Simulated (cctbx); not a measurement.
**A crystallographic session in cctbx: NdCd13**

Library: cctbx 2025.11. The data are simulated by the first script.

## 1. Simulate the data

run.py:

```python
from cctbx import adptbx, crystal, miller, sgtbx, xray
from cctbx.array_family import flex
from iotbx.shelx import hklf
from scitbx import matrix
import scitbx.random

cs = crystal.symmetry(unit_cell=(13.703, 13.703, 13.703, 90, 90, 90), space_group_symbol='Hall: -F 4a 2 3')  # Fm-3c
atoms = [  # label, site, U (iso, or U11 U22 U33 U12 U13 U23 in A^2), occupancy
    ("Nd1", (0.75, 0.75, 0.75), (0.0115, 0.0115, 0.0115, 0.0000, 0.0000, 0.0000), 1),
    ("Cd1", (0, 0.8883, 0.8223), (0.0152, 0.0164, 0.0156, 0.0000, 0.0000, 0.0009), 1),
    ("Cd2", (0, 0, 0), (0.0164, 0.0164, 0.0164, 0.0000, -0.0000, 0.0000), 1),
]
xs = xray.structure(crystal_symmetry=cs)
for label, site, u, occ in atoms:
    u = adptbx.u_cif_as_u_star(cs.unit_cell(), u) if isinstance(u, tuple) else u
    xs.add_scatterer(xray.scatterer(label, site=site, u=u, occupancy=occ))
xs.set_inelastic_form_factors(0.71073, "sasaki")
xs.show_summary()
p1 = xs.expand_to_p1()
ms = miller.build_set(p1, anomalous_flag=True, d_min=1.1)
flex.set_random_seed(744460)
scitbx.random.set_random_seed(744460)
ms = ms.select(flex.random_double(ms.size()) < 0.5)
i = ms.structure_factors_from_scatterers(p1, algorithm="direct").f_calc().as_intensity_array().data()
i = i * 40000 / flex.max(i)
sig = flex.sqrt(i + flex.pow2(0.04 * i) + 8 ** 2)
noise = scitbx.random.variate(scitbx.random.normal_distribution())(i.size())
data = ms.array(data=i + sig * noise, sigmas=sig).set_observation_type_xray_intensity()
with open("data.hkl", "w") as f:
    data.export_as_shelx_hklf(f)
print("reflections written:", data.size(), " <I/sigma> = %.1f" % flex.mean(data.data() / data.sigmas()))
for h, a, b in list(data.sort("data"))[:12]:
    print("%4d%4d%4d %9.1f %7.1f" % (h + (a, b)))
```

```console
$ python run.py
```

```text
Number of scatterers: 3
At special positions: 3
Unit cell: (13.703, 13.703, 13.703, 90, 90, 90)
Space group: F m -3 c (No. 226)
reflections written: 4067  <I/sigma> = 4.0
   1   3   5   43263.2  1612.5
   3   1  -5   42536.5  1612.5
   1   5  -3   41449.8  1612.5
  -5   3  -1   41041.8  1612.5
   3  -1  -5   40940.4  1612.5
   5  -1   3   40791.4  1612.5
   5   1   3   40571.6  1612.5
  -1  -5   3   40515.6  1612.5
  -5  -3   1   40350.9  1612.5
   5  -3  -1   40230.3  1612.5
   1  -5   3   40135.5  1612.5
  -5   1   3   39941.3  1612.5
```

It took 0.38 s on 1 thread of Arm Neoverse N1 (shared host), peak memory 0.07 GiB.

## 2. Refinement (right model)

run.py:

```python
import math
from cctbx import adptbx, crystal, maptbx, sgtbx, xray
from cctbx.array_family import flex
from cctbx.xray import observations
from iotbx.shelx import hklf
from scitbx.lstbx import normal_eqns_solving
from smtbx import absolute_structure, utils
from smtbx.refinement import constraints, least_squares

cs = crystal.symmetry(unit_cell=(13.703, 13.703, 13.703, 90, 90, 90), space_group_symbol='Hall: -F 4a 2 3')  # Fm-3c
atoms = [  # label, site, U (iso, or U11 U22 U33 U12 U13 U23 in A^2), occupancy
    ("Nd1", (0.75, 0.75, 0.75), 0.0200, 1),
    ("Cd1", (0, 0.8897, 0.8197), 0.0200, 1),
    ("Cd2", (0, 0, 0), 0.0200, 1),
]
xs = xray.structure(crystal_symmetry=cs)
for label, site, u, occ in atoms:
    u = adptbx.u_cif_as_u_star(cs.unit_cell(), u) if isinstance(u, tuple) else u
    xs.add_scatterer(xray.scatterer(label, site=site, u=u, occupancy=occ))
xs.set_inelastic_form_factors(0.71073, "sasaki")
raw = hklf.reader(file_name="data.hkl").as_miller_arrays(crystal_symmetry=cs, anomalous=True)[0]
merged = raw.eliminate_sys_absent().merge_equivalents()
fo2 = merged.array().set_observation_type_xray_intensity()
print("Rint %.3f, %d unique reflections to %.2f A" % (merged.r_int(), fo2.size(), fo2.d_min()))
for sc in xs.scatterers():
    sc.flags.set_grad_site(True)
    sc.flags.set_grad_u_aniso(sc.flags.use_u_aniso())
    sc.flags.set_grad_u_iso(sc.flags.use_u_iso())
obs = fo2.as_xray_observations()
extra = {}
rep = constraints.reparametrisation(xs, [], utils.connectivity_table(xs), **extra)
ls = least_squares.crystallographic_ls(obs, rep, weighting_scheme=least_squares.mainstream_shelx_weighting(a=0, b=0))
print("cycle     R1     wR2    GooF  max shift (A)")
for cycle in range(8):
    ls.build_up()
    r1, wr2, goof = ls.r1_factor(cutoff_factor=2)[0], ls.wR2(), ls.goof()
    old = xs.sites_cart()
    normal_eqns_solving.levenberg_marquardt_iterations(ls, n_max_iterations=3, tau=1e-06, step_threshold=1e-7)
    big = flex.max((xs.sites_cart() - old).norms())
    print("%4d %7.4f %7.4f %7.3f %9.5f" % (cycle + 1, r1, wr2, goof, big))
    ls.build_up(objective_only=True)
    if abs(ls.wR2() - wr2) < 5e-5 and big < 5e-4:
        break
ls.build_up()
print("final R1 %.4f wR2 %.4f GooF %.3f  parameters %d  data/parameter %.1f" % (ls.r1_factor(cutoff_factor=2)[0], ls.wR2(), ls.goof(), ls.n_parameters, fo2.size() / ls.n_parameters))
cov = ls.covariance_matrix_and_annotations()
su = dict(zip(cov.annotations, (math.sqrt(max(v, 0)) for v in cov.matrix.matrix_packed_u_diagonal())))
a2 = cs.unit_cell().reciprocal_parameters()[0] ** -2
print("atom        x        y        z      Ueq    occ   su(xyz)  su(Uiso or U11)")
for sc in xs.scatterers():
    s = max(su.get(sc.label + k, 0) for k in (".x", ".y", ".z"))
    npd = "" if sc.is_positive_definite_u(cs.unit_cell()) else "  NPD"
    print("%-5s %8.5f %8.5f %8.5f %8.4f %6.3f %8.5f %7.4f%s" % ((sc.label,) + sc.site + (sc.u_iso_or_equiv(cs.unit_cell()), sc.occupancy, s, su.get(sc.label + ".uiso", su.get(sc.label + ".u11", 0) * a2), npd)))
fo = fo2.f_sq_as_f()
fc = fo.structure_factors_from_scatterers(xs, algorithm="direct").f_calc()
diff = fo.f_obs_minus_f_calc(1 / math.sqrt(ls.scale_factor()), fc).average_bijvoet_mates()
m = diff.fft_map(symmetry_flags=maptbx.use_space_group_symmetry, resolution_factor=0.25).apply_volume_scaling()
print("difference map: max %.2f min %.2f rms %.2f" % (m.statistics().max(), m.statistics().min(), m.statistics().sigma()))
peaks = m.peak_search(parameters=maptbx.peak_search_parameters(min_distance_sym_equiv=0.6, max_clusters=6)).all()
near = xs.closest_distances(peaks.sites(), distance_cutoff=4)
sps = cs.special_position_settings(min_distance_sym_equiv=0.5)
for k, (x, h) in enumerate(zip(peaks.sites(), peaks.heights())):
    ss = sps.site_symmetry(x)
    print("Q%-3d %7.4f %7.4f %7.4f %4d %7.2f  %.2f A from %s" % ((k + 1,) + tuple(t % 1 for t in ss.exact_site()) + (ss.multiplicity(), h, near.smallest_distances[k], xs.scatterers()[near.i_seqs[k]].label)))
```

```console
$ python run.py
```

```text
Rint 0.031, 57 unique reflections to 1.10 A
cycle     R1     wR2    GooF  max shift (A)
   1  0.1020  0.3038  24.375   0.04043
   2  0.0079  0.0183   1.470   0.00000
final R1 0.0079 wR2 0.0183 GooF 1.470  parameters 5  data/parameter 11.4
atom        x        y        z      Ueq    occ   su(xyz)  su(Uiso or U11)
Nd1    0.75000  0.75000  0.75000   0.0115  1.000  0.00000  0.0004
Cd1    0.00000  0.88831  0.82230   0.0156  1.000  0.00003  0.0003
Cd2    0.00000  0.00000  0.00000   0.0161  1.000  0.00000  0.0004
difference map: max 0.40 min -0.31 rms 0.08
Q1    0.0452  0.2500  0.2500   48    0.47  2.23 A from Cd1
Q2    0.2500  0.2500  0.2500    8    0.31  0.00 A from Nd1
Q3    0.0527  0.0527  0.0527   64    0.28  1.25 A from Cd2
Q4    0.0690  0.0690  0.2500   96    0.22  1.49 A from Cd1
Q5    0.0000  0.1651  0.1944   96    0.20  0.77 A from Cd1
Q6    0.0000  0.0600  0.1557   96    0.19  0.77 A from Cd1
```

Time: 0.5 s.

## 3. Simulate the data

run.py, as its changes from the last script of this kind:

```diff
@@ -20 +20 @@
-ms = miller.build_set(p1, anomalous_flag=True, d_min=1.1)
+ms = miller.build_set(p1, anomalous_flag=True, d_min=0.84)
```

```console
$ python run.py
```

```text
Number of scatterers: 3
At special positions: 3
Unit cell: (13.703, 13.703, 13.703, 90, 90, 90)
Space group: F m -3 c (No. 226)
reflections written: 9008  <I/sigma> = 3.8
  -1   3  -5   42830.2  1612.5
  -1  -5  -3   42145.7  1612.5
  -3   5  -1   41601.6  1612.5
  -3   5   1   41448.6  1612.5
  -3   1  -5   41425.3  1612.5
   1   5   3   41274.9  1612.5
   5  -1  -3   40896.9  1612.5
   3   1  -5   40270.3  1612.5
   1   3  -5   39909.9  1612.5
   5   3   1   39651.3  1612.5
  -1  -5   3   39641.8  1612.5
  -1   3   5   39600.4  1612.5
```

Time: 0.44 s.

## 4. Refinement (right model)

run.py, as its changes from the last script of this kind:

```diff
@@ -13 +13 @@
-    ("Cd1", (0, 0.8897, 0.8197), 0.0200, 1),
+    ("Cd1", (0, 0.8886, 0.8251), 0.0200, 1),
@@ -20,0 +21 @@
+xs.convert_to_anisotropic()
```

```console
$ python run.py
```

```text
Rint 0.033, 115 unique reflections to 0.84 A
cycle     R1     wR2    GooF  max shift (A)
   1  0.1079  0.3372  26.138   0.03839
   2  0.0053  0.0115   0.893   0.00000
final R1 0.0053 wR2 0.0115 GooF 0.893  parameters 8  data/parameter 14.4
atom        x        y        z      Ueq    occ   su(xyz)  su(Uiso or U11)
Nd1    0.75000  0.75000  0.75000   0.0117  1.000  0.00000  0.0001
Cd1    0.00000  0.88832  0.82231   0.0159  1.000  0.00001  0.0001
Cd2    0.00000  0.00000  0.00000   0.0165  1.000  0.00000  0.0001
difference map: max 0.28 min -0.34 rms 0.07
Q1    0.0000  0.0000  0.0000    8    0.28  0.00 A from Cd2
Q2    0.0000  0.0361  0.0338   96    0.21  0.68 A from Cd2
Q3    0.0257  0.1208  0.3079  192    0.21  1.40 A from Cd1
Q4    0.0489  0.1154  0.3563  192    0.19  1.17 A from Cd1
Q5    0.2188  0.2188  0.2188   64    0.15  0.74 A from Nd1
Q6    0.1149  0.1383  0.3079  192    0.15  1.91 A from Cd1
```

Time: 0.54 s.

## 5. Simulate the data

run.py, as its changes from the last script of this kind:

```diff
@@ -20 +20 @@
-ms = miller.build_set(p1, anomalous_flag=True, d_min=0.84)
+ms = miller.build_set(p1, anomalous_flag=True, d_min=0.6)
```

```console
$ python run.py
```

```text
Number of scatterers: 3
At special positions: 3
Unit cell: (13.703, 13.703, 13.703, 90, 90, 90)
Space group: F m -3 c (No. 226)
reflections written: 24903  <I/sigma> = 3.2
  -5   1   3   42340.4  1612.5
  -1  -3  -5   41705.9  1612.5
   3  -1   5   41697.7  1612.5
   3   1   5   41075.8  1612.5
  -3  -1  -5   40580.4  1612.5
   5  -1  -3   40511.7  1612.5
   1  -3   5   40439.8  1612.5
   0   0   6   40149.6  1487.1
  -3   1  -5   40147.5  1612.5
  -5   1  -3   39964.6  1612.5
   3  -5   1   39964.0  1612.5
   3  -5  -1   39914.9  1612.5
```

Time: 0.65 s.

## 6. Refinement (right model)

run.py, as its changes from the last script of this kind:

```diff
@@ -13 +13 @@
-    ("Cd1", (0, 0.8886, 0.8251), 0.0200, 1),
+    ("Cd1", (0, 0.8902, 0.8238), 0.0200, 1),
```

```console
$ python run.py
```

```text
Rint 0.034, 294 unique reflections to 0.60 A
cycle     R1     wR2    GooF  max shift (A)
   1  0.1309  0.3541  24.657   0.03336
   2  0.0064  0.0137   0.951   0.00000
final R1 0.0064 wR2 0.0137 GooF 0.951  parameters 8  data/parameter 36.8
atom        x        y        z      Ueq    occ   su(xyz)  su(Uiso or U11)
Nd1    0.75000  0.75000  0.75000   0.0115  1.000  0.00000  0.0000
Cd1    0.00000  0.88829  0.82229   0.0158  1.000  0.00001  0.0000
Cd2    0.00000  0.00000  0.00000   0.0165  1.000  0.00000  0.0000
difference map: max 0.43 min -0.40 rms 0.09
Q1    0.0000  0.2500  0.2500   24    0.43  2.14 A from Cd1
Q2    0.0512  0.0512  0.0512   64    0.35  1.22 A from Cd2
Q3    0.0314  0.1260  0.1527  192    0.29  0.58 A from Cd1
Q4    0.0476  0.2500  0.2500   48    0.28  2.24 A from Cd1
Q5    0.1077  0.1451  0.2701  192    0.28  2.00 A from Cd1
Q6    0.0347  0.0907  0.3166  192    0.25  1.62 A from Cd1
```

It took 0.66 s on 1 thread of Arm Neoverse N1, with other jobs on the host, peak memory 0.11 GiB.

[Logs are printed without paths, hosts, clocks, repeated set-up lines and the standing remarks that a program may print on its own settings, such as how far it seeks lower states.]
